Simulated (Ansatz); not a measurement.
# Phonons of BeCo (Pm-3m) against volume

Aim: how the phonons of BeCo (Pm-3m) shift with volume, and the thermal expansion that follows.

Method: DFT PBEsol, scalar-relativistic, plane waves, PAW; PAW set soft_1, in Ansatz 0.2.0.

## Step 1: Starting point

The structure is cubic, space group Pm-3m (No. 221). Conventional cell: a = 2.566 Å, b = 2.566 Å, c = 2.566 Å, α = 90.00°, β = 90.00°, γ = 90.00°. Nearest to Be lie 8 Co at 2.22 Å. Nearest to Co lie 8 Be at 2.22 Å. Farther neighbours are not listed.

## Step 2: Response at finite wavevector

The cell comes from relaxations at this level that are not shown. Stability and thermal properties need the whole zone. Linear response on a 4×4×4 q mesh gives force constants as far as a supercell of that size would.

input.yaml reads:

```yaml
crystal:
  lattice:
    - [2.5659731071, 0.0, 0.0]
    - [0.0, 2.5659731071, 0.0]
    - [0.0, 0.0, 2.5659731071]
  atoms:
    - { symbol: Be, position: [0.0, 0.0, 0.0] }
    - { symbol: Co, position: [0.5, 0.5, 0.5], spin: 0.43 }
kpoints:
  mp_grid: { grid: [16, 16, 16] }
hamiltonian:
  xc: pbesol
  pseudopotentials: { kind: paw, azcp: { folder: soft_1 }, xc_functional: pbe }
scf:
  occupations: { method: gaussian, width: 0.15 }
output:
  eigenvalues: true
  populations: true
magnetization:
  spin_polarized: true
phonons:
  method: dfpt
  qmesh: [4, 4, 4]
  temperatures: { t_max: 1000, t_step: 50 }
  qpath:
    path:
      - [[0.0, 0.0, 0.0], [0.0, 0.5, 0.0], [0.5, 0.5, 0.0], [0.0, 0.0, 0.0], [0.5, 0.5, 0.5], [0.0, 0.5, 0.0]]
      - [[0.5, 0.5, 0.5], [0.5, 0.5, 0.0]]
    npoints: 10
```

On the command line:

```sh
$ ansatz run input.yaml --threads 4 --pin off --max-ram 10240MiB --backend cpu --events-out ev --progress --plain --runs-dir out
```

Numbers of over 12 decimals in the logs are rounded to 6 here.

Output:

```text
Engine: ansatz 0.2.0, x86_64-unknown-linux-gnu
Pseudopotentials: kind: paw
Pseudopotential: Be, paw, valence charge 2, recommended cutoff 420 eV (normal), soft_1/Be.paw.azcp
Pseudopotential: Co, paw, valence charge 17, recommended cutoff 420 eV (normal), soft_1/Co.paw.azcp
Functional definition: PBEsol
  exchange = pbesol_x
  correlation = pbesol_c
Crystal: 2 atoms, lattice volume = 16.895 Å³
Basis set: ecut = 420 eV, 341 PW (Γ), exchange–correlation on 36×36×36 points (8 copies of the dense FFT grid, shifted against one another)
Bands: 14, of which v1, the nominal top of the filled ones, is band 10 counted from 1 (9 counted from 0)
Symmetry: 48 space group operations
Space group: Pm-3m (ITA 221), of the structure as read, at distance tolerance 2.6e-5 Å
Magnetic group: BNS 221.92 (UNI 1594), of the structure as read, at distance tolerance 2.6e-5 Å
k-points: 165 of 4096
Non-local potential: Be, projectors of the file, l = 0: 2, l = 1: 2, l = 2: 1
Non-local potential: Co, projectors of the file, l = 0: 3, l = 1: 2, l = 2: 3, l = 3: 1
PAW form: soft (Blöchl's): semilocal exchange-correlation on the pseudo side does not see the compensation charge
PAW frozen core: Be, regenerated for the run's functional, and the local potential with it (the file was generated under x = pbe(κ = 0.804, μ = 0.219515), c = pbe(β = 0.066725))
PAW frozen core: Co, regenerated for the run's functional, and the local potential with it (the file was generated under x = pbe(κ = 0.804, μ = 0.219515), c = pbe(β = 0.066725))
PAW one-centre angular grid: Be, 110 points (default); XC on 64 Gauss nodes
PAW one-centre angular grid: Co, 590 points (default); XC on 64 Gauss nodes
Initial density: superposition of atomic densities (chi_scale 0.1, normalization cell)
Starting moments: Σ|m| = 0.43 μB on 1 of 2 sites
Initial wavefunctions: pseudopotential atomic-orbital guess
Functional: x = pbesol(κ = 0.804, μ = 0.123457), c = pbesol(β = 0.046)
SCF 1 converged in 11 iterations: F = -5184.001831 eV  dr2 = 6.44e-10
  greatest PAW one-centre occupation: 1.000 electrons in one spin orbital (limit 2), on the Co atom at site 1 (counted from 0), in its partial waves of l = 1
a single point of the input's cell can leave the moments in the input for a lower state (scf.lower_state_search): this run first made a single point of its cell. This run's own SCFs start from the density of the state that the single point found, with the moments in the input. The single point stayed on the moments in the input.
Initial density: read from a saved state, or passed on in memory by an earlier SCF of this step, an earlier step, the calling program or the single point that the run made first
Stability of the state it starts from, as read at its close in the collinear treatment: not read negative (Ritz values of 1 − χ₀K, real part plus size of imaginary part, from 0.48 to 0.96, by its mixing steps under the symmetry group of the SCF that read it); its run was given moments
Starting moments: Σ|m| = 0.43 μB on 1 of 2 sites; this step starts from the density that it was given
iter 1 solved again at ethr=1.20e-8 eV; its pass at ethr=3.10e-3 eV (dr2=2.27e-6 eV) is discarded
SCF iter   1: F=—  HF=-5184.001831 eV  |F-HF|=—  |Δ(HF+E_count)|=         —  Δρ=8.57e-7 (↑8.57e-7 ↓7.05e-7)  dr2=3.01e-10  dr2_m=1.36e-12  M=0.372 μB ∫|m|=0.428 μB  β_m=0.65  ethr=1.20e-8  ⟨swp⟩=3.1  Hψ=37291  notcnv=0
preconditioner: auto → none  [metal: Δε(μ)=0.004 eV  Ē_g=10.295 eV  σ=0.150 eV  W_gap=0.01  n_scr=0 (ndim 8)  ℏωp=30.0 eV  f_vac=0.000  D(μ)=1.72/eV (n_scr^D=26)]
SCF iter   2: F=—  HF=-5184.001831 eV  |F-HF|=—  |Δ(HF+E_count)|=   2.60e-9  Δρ=1.33e-6 (↑1.33e-6 ↓7.86e-7)  dr2=4.60e-10  dr2_m=1.18e-11  M=0.372 μB ∫|m|=0.428 μB  β_m=0.30  ethr=1.59e-12  ⟨swp⟩=2.4  Hψ=8171  notcnv=0
SCF iter   3: F=—  HF=-5184.001831 eV  |F-HF|=—  |Δ(HF+E_count)|=  1.31e-10  Δρ=1.35e-7 (↑9.66e-8 ↓1.35e-7)  dr2=1.12e-12  dr2_m=1.84e-12  M=0.372 μB ∫|m|=0.428 μB  β_m=0.50  ethr=1.59e-12  ⟨swp⟩=2.6  Hψ=7380  notcnv=0
SCF iter   4: F=-5184.001831 eV  HF=-5184.001831 eV  |F-HF|=5.46e-12  |Δ(HF+E_count)|=  1.82e-12  Δρ=1.29e-7 (↑1.05e-7 ↓1.29e-7)  dr2=6.78e-12  dr2_m=4.31e-14  M=0.372 μB ∫|m|=0.428 μB  ethr=1.00e-12  ⟨swp⟩=3.1  Hψ=16824  notcnv=0
SCF 2 converged in 4 iterations: F = -5184.001831 eV  dr2 = 6.78e-12
iter 1 solved again at ethr=6.40e-8 eV; its pass at ethr=3.10e-3 eV (dr2=1.22e-5 eV) is discarded
SCF iter   1: F=—  HF=-5184.001831 eV  |F-HF|=—  |Δ(HF+E_count)|=         —  Δρ=1.31e-7 (↑1.17e-7 ↓1.31e-7)  dr2=8.22e-12  dr2_m=5.17e-14  M=0.372 μB ∫|m|=0.428 μB  β_m=0.30  ethr=6.40e-8  ⟨swp⟩=3.0  Hψ=35944  notcnv=0
eigensolver tolerance schedule: the retry pair's looser diagonalisation over-reported the residual by 1479059.89 of it (diagonalisation noise at an unbounded share of the residual, at the tolerance the schedule requests for it); recorded, not acted on — ethr = c·dr2/N_el stays at c = 1.0e-1
preconditioner: auto → none  [metal: Δε(μ)=0.004 eV  Ē_g=10.295 eV  σ=0.150 eV  W_gap=0.01  n_scr=6 (ndim 8)  ℏωp=30.0 eV  f_vac=0.000  D(μ)=1.72/eV (n_scr^D=26)]
SCF iter   2: F=—  HF=-5184.001831 eV  |F-HF|=—  |Δ(HF+E_count)|=   5.72e-7  Δρ=2.81e-7 (↑2.34e-7 ↓2.81e-7)  dr2=3.59e-11  dr2_m=1.14e-13  M=0.372 μB ∫|m|=0.428 μB  β_m=0.30  ethr=1.00e-12  ⟨swp⟩=6.3  Hψ=20433  notcnv=0
SCF iter   3: F=-5184.001831 eV  HF=-5184.001831 eV  |F-HF|=1.82e-12  |Δ(HF+E_count)|=  5.46e-12  Δρ=7.83e-8 (↑6.08e-8 ↓7.83e-8)  dr2=3.41e-12  dr2_m=2.04e-14  M=0.372 μB ∫|m|=0.428 μB  ethr=1.00e-12  ⟨swp⟩=1.3  Hψ=10704  notcnv=0
SCF 3 converged in 3 iterations: F = -5184.001831 eV  dr2 = 3.41e-12
phonons: the bands overlap, so this run is a metal and interpolates without the dipole-dipole term. If the crystal is really an insulator or semiconductor, its LO-TO splitting is missing
NSCF: frozen V_eff on 165 k-points
NSCF: frozen V_eff on 405 k-points
DFPT response loops at q = (0, 0, 0) (fractional): preconditioner auto → Kerker (q_TF=auto, 2.782 Å⁻¹) (partly filled bands, converged f_vac=0.000); β = 1.00, the filter's whole step (`scf.mixing.beta` (0.30) is not read by the response loops under this deck's `scf.mixing.preconditioner`; to damp them name `kerker` or `kerker_dos`, under which they read `scf.mixing.beta`, and type it under 1.00, their step now; both keys bind the ground state too); Broyden in place of MSR1
NSCF: frozen V_eff on 2592 k-points
DFPT response loops at q = (0, 0, 0.25) (fractional): mixed as the last ones told, above
NSCF: frozen V_eff on 1458 k-points
DFPT response loops at q = (0, 0, -0.5) (fractional): mixed as the last ones told, above
NSCF: frozen V_eff on 4608 k-points
DFPT response loops at q = (0, 0.25, 0.25) (fractional): mixed as the last ones told, above
NSCF: frozen V_eff on 2592 k-points
DFPT response loops at q = (0, 0.25, -0.5) (fractional): mixed as the last ones told, above
NSCF: frozen V_eff on 1458 k-points
DFPT response loops at q = (0, -0.5, -0.5) (fractional): mixed as the last ones told, above
NSCF: frozen V_eff on 4352 k-points
DFPT response loops at q = (0.25, 0.25, 0.25) (fractional): mixed as the last ones told, above
NSCF: frozen V_eff on 4608 k-points
DFPT response loops at q = (0.25, 0.25, -0.5) (fractional): mixed as the last ones told, above
NSCF: frozen V_eff on 2592 k-points
DFPT response loops at q = (0.25, -0.5, -0.5) (fractional): mixed as the last ones told, above
NSCF: frozen V_eff on 810 k-points
DFPT response loops at q = (-0.5, -0.5, -0.5) (fractional): mixed as the last ones told, above
SCF converged after 4 iterations
Magnetization: 0.3718 μB (9.6859 up, 9.3141 down)
Absolute magnetization: 0.4284 μB (∫|ρ↑−ρ↓|, with the PAW one-centre terms)
Spin contamination: 0.0024 ħ² per cell (⟨S²⟩ above its minimum at these occupations)
Per-site moments (μB) at R_I (Å): [(-0.017204, 0.916657), (0.390815, 0.916657)]
Free energy (F): -5184.001831 eV
Harris-Foulkes:  -5184.001831 eV  (|F-HF|=5.46e-12)
Internal energy: -5183.982520 eV  (E = F + TS)
E sigma→0 (E₀):  -5183.992176 eV
Entropy (-TS):   -0.019311 eV (-9.656 meV/atom)
Fermi energy:    15.118127 eV
--- Per-component energies (eV) ---
  E_band       = -274.185255
  E_kinetic    = 317.759308
  E_local      = -3160.550004  (includes V_loc(G=0)·N_el)
  E_nonlocal   = 441.469169
  E_hartree    = 1413.540636
  E_xc         = -113.627026
  E_vxc        = -141.404240  (∫ρ·V_xc dr)
  E_paw        = -1597.152754  (= ΣΔE_a)
  E_vpaw       = -558.540965  (= ΣTr[D̂ρ^β])
  E_aug_tail   = 0.000009  (compensation charges beyond the density's cutoff)
  E_ewald      = -2485.619809
  E_core_change = 0.197951  (= ΣΔE_core)
  E_smearing   = -0.019311  (= −TS)
  E_closure    = -0.000000  (closes the sum)
  Σ components = -5184.001831   (vs F -5184.001831, Δ=0.00e0)
--- Band table (eV; the first three rows and the last of 330) ---
  k-point 0 ↑: bands = [... 6 lower, 12.1398, 14.8860, 14.8860, 14.8860, 22.9777, 22.9777, 22.9777, 30.6381]
  k-point 1 ↑: bands = [... 6 lower, 12.1584, 14.8263, 14.8263, 14.8899, 22.5105, 23.1157, 23.1157, 30.6405]
  k-point 2 ↑: bands = [... 6 lower, 12.2115, 14.6634, 14.6634, 14.9012, 21.4087, 23.5135, 23.5135, 30.6474]
  k-point 164 ↓: bands = [... 6 lower, 11.1644, 16.0348, 16.0348, 21.9709, 21.9709, 21.9709, 22.7830, 22.7830]
--- Phonons (Γ-DFPT): 2 representative perturbations + reference (Σ response iterations 6) ---
  ASR residual: 5.632e-5 → 0.000e0 eV/Å²; symmetrization residual: 3.729e-7 eV/Å²
  ASR residual per site (eV/Å²): 4.07e-5 5.63e-5
  Γ frequencies (cm⁻¹): 0.00 0.00 0.00 542.27 542.27 542.27
--- Phonons (arbitrary-q DFPT): 10 irreducible q on the 4×4×4 mesh ---
  q = [0.0000, 0.0000, 0.0000] (star 1, of the zone-centre solve; hermiticity 8.82e-8, symmetrization 1.07e-12): -0.00 -0.00 -0.00 542.27 542.27 542.27
  q = [0.0000, 0.0000, 0.2500] (star 6, 4 solved perturbations in 4032 linear systems a pass and spin channel, the states on 1296 of 4096 k-point pairs; hermiticity 1.48e-7, symmetrization 5.97e-13): 147.76 147.76 188.13 493.31 538.00 538.00
  q = [0.0000, 0.0000, -0.5000] (star 3, 4 solved perturbations in 2268 linear systems a pass and spin channel, the states on 729 of 4096 k-point pairs; hermiticity 2.20e-13, symmetrization 1.73e-12): 213.32 213.32 266.15 466.37 531.83 531.83
  q = [0.0000, 0.2500, 0.2500] (star 12, 4 solved perturbations in 7056 linear systems a pass and spin channel, the states on 2304 of 4096 k-point pairs; hermiticity 6.53e-8, symmetrization 2.68e-13): 102.50 186.84 234.49 502.15 528.86 530.51
  q = [0.0000, 0.2500, -0.5000] (star 12, 6 solved perturbations on 1296 of 4096 k-point pairs; hermiticity 2.76e-8, symmetrization 2.20e-14): 164.15 205.21 226.97 508.16 522.76 534.00
  q = [0.0000, -0.5000, -0.5000] (star 3, 4 solved perturbations in 2268 linear systems a pass and spin channel, the states on 729 of 4096 k-point pairs; hermiticity 4.86e-8, symmetrization 2.97e-14): 125.80 125.80 243.94 509.14 540.31 540.31
  q = [0.2500, 0.2500, 0.2500] (star 8, 2 solved perturbations on 2176 of 4096 k-point pairs; hermiticity 1.38e-8, symmetrization 1.17e-13): 182.73 182.73 216.19 515.68 529.94 529.94
  q = [0.2500, 0.2500, -0.5000] (star 12, 4 solved perturbations in 7056 linear systems a pass and spin channel, the states on 2304 of 4096 k-point pairs; hermiticity 9.63e-9, symmetrization 3.35e-13): 178.32 204.79 240.32 524.06 527.05 531.35
  q = [0.2500, -0.5000, -0.5000] (star 6, 4 solved perturbations in 4032 linear systems a pass and spin channel, the states on 1296 of 4096 k-point pairs; hermiticity 3.08e-8, symmetrization 6.58e-14): 206.28 206.28 256.77 519.92 534.94 534.94
  q = [-0.5000, -0.5000, -0.5000] (star 1, 2 solved perturbations on 405 of 4096 k-point pairs; hermiticity 6.71e-13, symmetrization 1.49e-12): 265.00 265.00 265.00 533.36 533.36 533.36
  sum rule: each row above includes the acoustic sum rule's correction from the zone centre's row sums; it moved no ω² by more than (1.11 cm⁻¹)²
  mesh force constants: q→R imaginary residual 2.83e-18; ASR residual 5.632e-5 → 0.000e0 eV/Å²; symmetrization residual 8.882e-15 eV/Å²
  interpolated dispersion: 62 rows × 6 modes
  density of states and harmonic sums: on the 24×24×24 q-mesh, interpolated from the force constants of a 4×4×4 supercell (no non-analytic term)
  largest difference from the sums on the solved wave vectors: F 1.04e-2 eV, S 1.44e-5 and C_V 4.02e-6 eV/K
  zero-point energy: 0.133320 eV/cell   skipped modes (ω ≤ 0): 3   left out of the sums: 3.62e-5 of the cell's modes: C_V's classical limit lies that fraction below 3 k_B per atom; for a crystal, a wire or a layer, F and S can be off by more, and a phonons.interpolated_qmesh denser along its periods is the remedy for the sampling
--- Löwdin populations: 2 sites ---
  site symbol       q [e]    m [muB]
     0     Be      1.0382    -0.0044
     1     Co     17.2237     0.3982
  spilling = 0.038845 (of n_electrons = 19.000000)
```

The job ended after 4.8 min (4 threads of Intel Xeon Platinum 8488C (Sapphire Rapids), shared host; peak memory 3 GiB).

Reading the cycles: dr2 is the Hartree energy of the density residual (eV), the measure of convergence; HF is the Harris–Foulkes estimate of the energy, which meets the free energy F at convergence.

This step gave:

| Item | Value |
| --- | --- |
| magnetization | 0.3718 μB |
| absolute magnetization | 0.4284 μB |
| site moments | -0.01720, 0.3908 μB |
| volume per atom | 8.447 Å³ |
| gap on the k-mesh | 0 eV |
| sum-rule residual before enforcement | 5.63e-5 eV/Å² |
| lowest frequency on the path | 0 cm⁻¹ |
| point group | m-3m |
| highest frequency on the path or at a solved wavevector | 542.3 cm⁻¹ |
| mean frequency | 358.5 cm⁻¹ |
| Debye temperature (second moment) | 736 K |
| logarithmic mean frequency | 312.7 cm⁻¹ |
| highest optical mode at the zone centre (no LO-TO term) | 542.3 cm⁻¹ |
| lowest optical zone-centre mode | 542.3 cm⁻¹ |
| lowest mode on the q mesh (acoustic modes at Γ apart) | 102.5 cm⁻¹ |
| zero-point energy per atom | 66.66 meV |

Frequencies (cm⁻¹) solved at each irreducible wavevector; negative means imaginary. Frequencies by wavevector, by row:

```csv
q in reciprocal lattice units,star,mode 1,mode 2,mode 3,mode 4,mode 5,mode 6
0 0 0,1,0,0,0,542.3,542.3,542.3
0 0 0.25,6,147.8,147.8,188.1,493.3,538,538
0 0 -0.5,3,213.3,213.3,266.1,466.4,531.8,531.8
0 0.25 0.25,12,102.5,186.8,234.5,502.1,528.9,530.5
0 0.25 -0.5,12,164.2,205.2,227,508.2,522.8,534
0 -0.5 -0.5,3,125.8,125.8,243.9,509.1,540.3,540.3
0.25 0.25 0.25,8,182.7,182.7,216.2,515.7,529.9,529.9
0.25 0.25 -0.5,12,178.3,204.8,240.3,524.1,527,531.4
0.25 -0.5 -0.5,6,206.3,206.3,256.8,519.9,534.9,534.9
-0.5 -0.5 -0.5,1,265,265,265,533.4,533.4,533.4
```

Symmetry leaves 10 wavevectors to solve. The lowest mode among them, the acoustic zeros apart, lies at q = (0, 0.25, 0.25) and is real, 102 cm⁻¹.

## Step 3: Relaxing at another volume, volume ratio 0.97

The volume is scaled by 0.97 and held; symmetry leaves nothing to relax, so this is a single point. The modes can then be followed against volume.

input.yaml, the sections that differ from step 2:

```yaml
crystal:
  lattice:
    - [2.5400524146, 0.0, 0.0]
    - [0.0, 2.5400524146, 0.0]
    - [0.0, 0.0, 2.5400524146]
  atoms:
    - { symbol: Be, position: [0.0, 0.0, 0.0] }
    - { symbol: Co, position: [0.5, 0.5, 0.5], spin: 0.43 }
output:
  forces: true
  stress: true
  eigenvalues: true
  populations: true
# kpoints, hamiltonian, scf, magnetization: as in step 2
# phonons: removed
```

Output:

```text
[...]
Crystal: 2 atoms, lattice volume = 16.388 Å³
Basis set: ecut = 420 eV, 341 PW (Γ), exchange–correlation on 36×36×36 points (8 copies of the dense FFT grid, shifted against one another)
Bands: 14, of which v1, the nominal top of the filled ones, is band 10 counted from 1 (9 counted from 0)
Symmetry: 48 space group operations
[...]
k-point 2 ↑: bands = [... 6 lower, 12.6633, 15.2330, 15.2330, 15.4831, 22.1078, 24.2412, 24.2412, 31.4879]
  k-point 164 ↓: bands = [... 6 lower, 11.5542, 16.6224, 16.6224, 22.6870, 22.6870, 22.6870, 23.5362, 23.5362]
--- Löwdin populations: 2 sites ---
  site symbol       q [e]    m [muB]
     0     Be      1.0350    -0.0037
     1     Co     17.2320     0.3714
  spilling = 0.038579 (of n_electrons = 19.000000)
[key lines of the parts left out:]
SCF converged after 12 iterations
Magnetization: 0.3482 μB (9.6741 up, 9.3259 down)
Free energy (F): -5183.991154 eV
Fermi energy:    15.672421 eV
P = ⅓ Tr σ = 6.9201 GPa (69.201 kbar)
```

Wall time 2 s (4 threads); peak memory 0.41 GiB.

Numbers from this step:

```yaml
magnetization: 0.3482 μB
absolute_magnetization: 0.3980 μB
site_moments: -0.01532, 0.3637 μB
pressure: 6.920 GPa
volume_per_atom: 8.194 Å³
```

The cell carries a net spin moment of 0.35 μB and an absolute one of 0.40 μB.

(Part 1 of 2 ends here.)

[Logs are printed without paths, hosts, clocks, repeated set-up lines and the standing remarks that a program may print on its own settings, such as how far it seeks lower states.]

[Hosts, paths, dates, database ids (printed as entryN), source tags and the programs' standing remarks are cut or masked in the printed files.]
